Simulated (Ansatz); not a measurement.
# Sc (model cell, started as body-centred cubic): following an unstable mode, part 3 of 3

Aim: this structure of Sc (model cell, started as body-centred cubic) is to be tested for unstable modes, and one is followed downhill.

Ansatz 0.2.0; DFT PBEsol, scalar-relativistic, plane waves, PAW; PAW set soft_1.

So far. Step 5 (Energy along the mode, all amplitudes (two of the runs …): The lowest of the steps tried is at 0.14 Å, 2.81 meV/atom below the parent; the bottom of the well need not coincide with a step. Step 7 (The new phase in its own primitive cell): The largest force component left is 0.27 meV/Å and the pressure is 0.000 GPa, within the tolerances set. The cell now holds 23.61 Å³/atom. The relaxed cell has a, b, c = 3.211, 11.810, 4.981 Å (conventional setting).

This is not the structure that Sc takes at ambient pressure and room temperature (hexagonal, No. 194); it is a model or a phase of other conditions.

### Step 8. Modes of the new phase, k-mesh 14×14×8

A relaxed structure may still be a saddle point, so its zone-centre modes are computed. No field response is asked, since the mesh shows no gap.

input.yaml reads:

```yaml
crystal:
  lattice:
    - [1.6054245369, -5.9048015295, 0.0]
    - [1.6054245369, 5.9048015295, 0.0]
    - [0.0, 0.0, 4.9810748611]
  atoms:
    - { symbol: Sc, position: [0.6740484161, 0.3259515839, 0.75] }
    - { symbol: Sc, position: [0.3259515839, 0.6740484161, 0.25] }
    - { symbol: Sc, position: [0.9353568872, 0.0646431128, 0.75] }
    - { symbol: Sc, position: [0.0646431128, 0.9353568872, 0.25] }
kpoints:
  mp_grid: { grid: [14, 14, 8] }
hamiltonian:
  xc: pbesol
  pseudopotentials: { kind: paw, azcp: { folder: soft_1 }, xc_functional: pbe }
scf:
  occupations: { method: methfessel_paxton, width: 0.2 }
output:
  eigenvalues: true
phonons:
  method: dfpt
```

The run is started by

```console
> ansatz run input.yaml --threads 8 --pin off --max-ram 16384MiB --backend cpu --events-out ev --progress --plain --runs-dir out
```

Numbers of over 12 decimals in the logs are rounded to 6 here.

The program printed:

```text
zone centre: on kpoints.mp_grid the ground state, and the responses unless they are solved on pairs of k-points, stand on 285 of the mesh's 1568 k-points, reduced under 4 symmetry operations, with k and −k counted as one. Each operation leaves every solved displacement unchanged or reverses it
[...]
Crystal: 4 atoms, lattice volume = 94.438 Å³
Basis set: ecut = 420 eV, 1839 PW (Γ), exchange–correlation on 90×90×72 points (8 copies of the dense FFT grid, shifted against one another)
Bands: 27, of which v1, the nominal top of the filled ones, is band 22 counted from 1 (21 counted from 0)
Symmetry: 8 space group operations
k-points: 285 of 1568 (irreducible under 4 space group operations, time reversal used)
[...]
SCF iter   1: F=—  HF=-8445.741438 eV  |F-HF|=—  |Δ(HF+E_count)|=         —  Δρ=2.95e-2  dr2=1.75e0  ethr=3.10e-3  ⟨swp⟩=4.6  Hψ=29090  notcnv=0
[...]
SCF iter  10: F=-8445.311872 eV  HF=-8445.311872 eV  |F-HF|=3.64e-12  |Δ(HF+E_count)|=  1.09e-11  S|Δr|=    0.00e0  Δρ=9.46e-8  dr2=7.59e-12  ethr=1.00e-12  ⟨swp⟩=9.1  Hψ=36659  notcnv=0
SCF 1 converged in 10 iterations: F = -8445.311872 eV  dr2 = 7.59e-12
[...]
DFPT response loops at Γ: preconditioner auto → Kerker (q_TF=auto, 2.402 Å⁻¹) (partly filled bands, converged f_vac=0.000); β = 1.00, the filter's whole step (`scf.mixing.beta` (0.50) is not read by the response loops under this deck's `scf.mixing.preconditioner`; to damp them name `kerker` or `kerker_dos`, under which they read `scf.mixing.beta`, and type it under 1.00, their step now; both keys bind the ground state too); Broyden in place of MSR1
SCF converged after 10 iterations
[...]
Free energy (F): -8445.311872 eV
[...]
Internal energy: -8445.292518 eV  (E = F + TS)
E sigma→0 (E₀):  -8445.307034 eV
Entropy (-TS):   -0.019354 eV (-4.839 meV/atom)
Fermi energy:    9.452323 eV
[...]
--- Band table (eV; the first three rows and the last of 285) ---
  k-point 0: bands = [... 18 lower, 8.0530, 8.2858, 9.2350, 9.4812, 9.9299, 9.9989, 10.4743, 11.0581, ... 6 higher]
  k-point 1: bands = [... 18 lower, 7.9984, 8.2251, 9.3543, 9.5359, 9.9699, 10.0520, 10.3736, 10.9759, ... 6 higher]
  k-point 2: bands = [... 18 lower, 7.8858, 8.0829, 9.6154, 9.6924, 10.0901, 10.1582, 10.2913, 10.7888, ... 6 higher]
  k-point 284: bands = [... 18 lower, 6.9702, 6.9702, 9.5674, 9.5674, 10.0620, 10.0620, 10.4102, 10.4102, ... 6 higher]
--- Phonons (Γ-DFPT): 6 representative perturbations + reference, on 285 of 1568 k-points (Σ response iterations 18) ---
  k mesh reduced under 4 symmetry operations, with k and −k counted as one. Each operation leaves every solved displacement unchanged or reverses it
  ASR residual: 9.973e-5 → 0.000e0 eV/Å²; symmetrization residual: 8.630e-6 eV/Å²
  ASR residual per site (eV/Å²): 4.01e-5 4.01e-5 9.97e-5 9.97e-5
  Γ frequencies (cm⁻¹): 0.00 0.00 0.00 105.35 120.36 131.33 154.84 171.93 194.21 208.99 220.46 238.68
  non-analytic LO–TO correction: not included (Born effective charges unavailable; polar crystals: no LO–TO splitting at Γ)
```

Elapsed: 86 s, on 8 threads of Arm Neoverse V2, shared host; peak memory 2.9 GiB; 10 min of CPU time.

This step gave:

| Property | Result |
| --- | --- |
| sum-rule residual before enforcement | 9.97e-5 eV/Å² |
| point group | mmm |
| highest optical mode at the zone centre (no LO-TO term) | 238.7 cm⁻¹ |
| lowest optical zone-centre mode | 105.3 cm⁻¹ |

Patterns of degenerate modes are one choice out of their space. Modes at Γ:

```csv
mode,frequency (cm⁻¹),symmetry
1,0.0,acoustic
2,0.0,acoustic
3,0.0,acoustic
4,105.3,B1g
5,120.4,Ag
6,131.3,B3g
7,154.8,B1g
8,171.9,B3u
9,194.2,B1u
10,209.0,Ag
11,220.5,B2u
12,238.7,B3g
```

Displacements in mode 4 (105.3 cm⁻¹), the largest set to 1:
```
Sc1  0.39  0.00  0.00
Sc2 -0.39  0.00  0.00
Sc3 -1.00  0.00  0.00
Sc4  1.00  0.00  0.00
```

Displacements in mode 9 (194.2 cm⁻¹), the largest set to 1:
```
Sc1  0.00  0.00 -1.00
Sc2  0.00  0.00 -1.00
Sc3  0.00  0.00  1.00
Sc4  0.00  0.00  1.00
```

Before it was imposed, the acoustic sum rule was missed by 1.0e-4 eV/Å². Small misses are needed for a sound result but don't prove that mesh and cutoff are converged. The lowest optical mode is real, 105 cm⁻¹.

### Step 9. The phases reached

The phases reached along the modes that were followed are set side by side.

Energies are those of the first relaxation, on the mesh of the frozen mode; space group, volume and gap are those of the last relaxation. Phases, by row:

```csv
mode frozen in,space group,energy from parent (meV/atom),volume (Å³/atom),gap on mesh (eV),lowest zone-centre optical mode (cm⁻¹),largest shift (Å)
parent,Im-3m,0,23.85,0,–,–
"q = (0, 0, -0.5), 97i cm⁻¹",P6_3/mmc,-111.5,23.63,0,135.1,0.473
"q = (0, 0.25, 0.25), 63i cm⁻¹",Cmcm,-67.2,23.61,0,105.3,0.603
```

### Step 10. Results

```yaml
unstable_mode_of_the_parent: q = (0, 0.25, 0.25), 63i cm⁻¹
depth_at_the_lowest_point_sampled: 2.81 meV/atom
largest_atomic_shift_at_that_point: 0.14 Å
space_group_reached_within_0p01_a: Cmcm
energy_gained_over_the_parent_first_relaxation_on_the_mesh_of_the_frozen_mode: 67.2 meV/atom
volume_per_atom_phase_reached: 23.6 Å³
lowest_optical_zone_centre_mode_phase_reached: 105 cm⁻¹
highest_optical_mode_at_the_zone_centre_no_lo_to_term_phase_reached: 239 cm⁻¹
```

In words: Along this mode the structure falls into Cmcm, 67.2 meV/atom below the parent. At the parent's cell the well is 2.809 meV/atom deep on the steps tried, with its lowest point at a shift of 0.14 Å. Relaxing atoms and cell changes the gain by +64.39 meV/atom against the lowest step (energies at zero smearing). Most of the total comes from this relaxation. The new phase has no imaginary mode at the zone centre of its cell; other wavevectors were not checked. Of the 2 patterns followed to their end from this parent, this one ends 44.3 meV/atom above the lowest, P6_3/mmc. Each path keeps the symmetry of its pattern, so a lower phase may lie along a pattern not tried. With no gap, or one that is small against the smearing, the frequencies hang on the k mesh and the smearing, most of all near Kohn anomalies. The PAW files were made for PBE and serve the other functionals too. The starting cell was built on a prototype and not taken from a measurement, so the phase need not exist.

[Logs are printed without paths, hosts, clocks, repeated set-up lines and the standing remarks that a program may print on its own settings, such as how far it seeks lower states.]

[Hosts, paths, dates, database ids (printed as entryN), source tags and the programs' standing remarks are cut or masked in the printed files.]
